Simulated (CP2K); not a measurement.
Acrylic acid has these distinct O atoms: O4 (bonded to C and H) and O5 (bonded to C).

```xyz
9

C    -1.5687   -0.2093   -0.2385
C    -0.4658    0.3596    0.2623
C     0.8836   -0.1538   -0.0745
O     1.8612    0.5960    0.5468
O     1.1438   -1.1061   -0.7973
H    -1.4932   -1.0675   -0.9070
H    -2.5601    0.1695    0.0070
H    -0.5109    1.2190    0.9310
H     2.7100    0.1927    0.2703
```

Their partial O K spectra (CP2K XAS_TDP, all-electron GAPW, PBEh(45%), aug-cc-pVDZ, TDA, GW2X-corrected core level, no relativity) are given in random order, each times the number of alike atoms.

Gaussian full width 0.5 eV, oscillator strength per eV, alike atoms added, rows of zeros left out:

```csv
E (eV),curve 1,curve 2
531.25,0.000,0.002
531.50,0.000,0.019
531.75,0.000,0.058
532.00,0.000,0.046
532.25,0.000,0.009
534.75,0.002,0.000
535.00,0.013,0.000
535.25,0.025,0.000
535.50,0.012,0.000
535.75,0.001,0.002
536.00,0.000,0.003
536.25,0.007,0.003
536.50,0.030,0.010
536.75,0.034,0.018
537.00,0.010,0.009
537.25,0.001,0.003
537.50,0.000,0.002
537.75,0.000,0.003
538.00,0.000,0.002
538.25,0.004,0.004
538.50,0.009,0.008
538.75,0.011,0.011
539.00,0.030,0.009
539.25,0.042,0.005
539.50,0.024,0.004
539.75,0.016,0.002
540.00,0.021,0.005
540.25,0.024,0.018
540.50,0.018,0.020
540.75,0.013,0.014
541.00,0.010,0.011
541.25,0.012,0.006
541.50,0.011,0.008
541.75,0.005,0.014
542.00,0.004,0.021
542.25,0.012,0.020
542.50,0.018,0.016
542.75,0.014,0.019
543.00,0.008,0.013
543.25,0.006,0.007
543.50,0.005,0.002
543.75,0.004,0.002
544.00,0.004,0.008
```

Which curve belongs to which atom?

Curve 1: O4 (bonded to C and H), leading line at 535.24 eV (f = 0.013 an atom), ionisation energy 539.77 eV, term value 4.53 eV. Curve 2: O5 (bonded to C), leading line at 531.83 eV (f = 0.033 an atom), ionisation energy 537.79 eV, term value 5.96 eV. The leading line of an atom is its first one with 35 % of the strongest within 2.5 eV of its lowest line over the strength cut. A line lies at the core ionisation energy, which rises as an atom loses charge to its neighbours or to a π system, less the term value, which is large for a low π* or σ* orbital with weight on that atom.

[Banner, clock and machine lines of the logs are left out without a mark of their own.]

[Logs are printed without paths, hosts, clocks, repeated set-up lines and the standing remarks that a program may print on its own settings, such as how far it seeks lower states.]

[Hosts, paths, dates, database ids (printed as entryN), source tags and the programs' standing remarks are cut or masked in the printed files.]
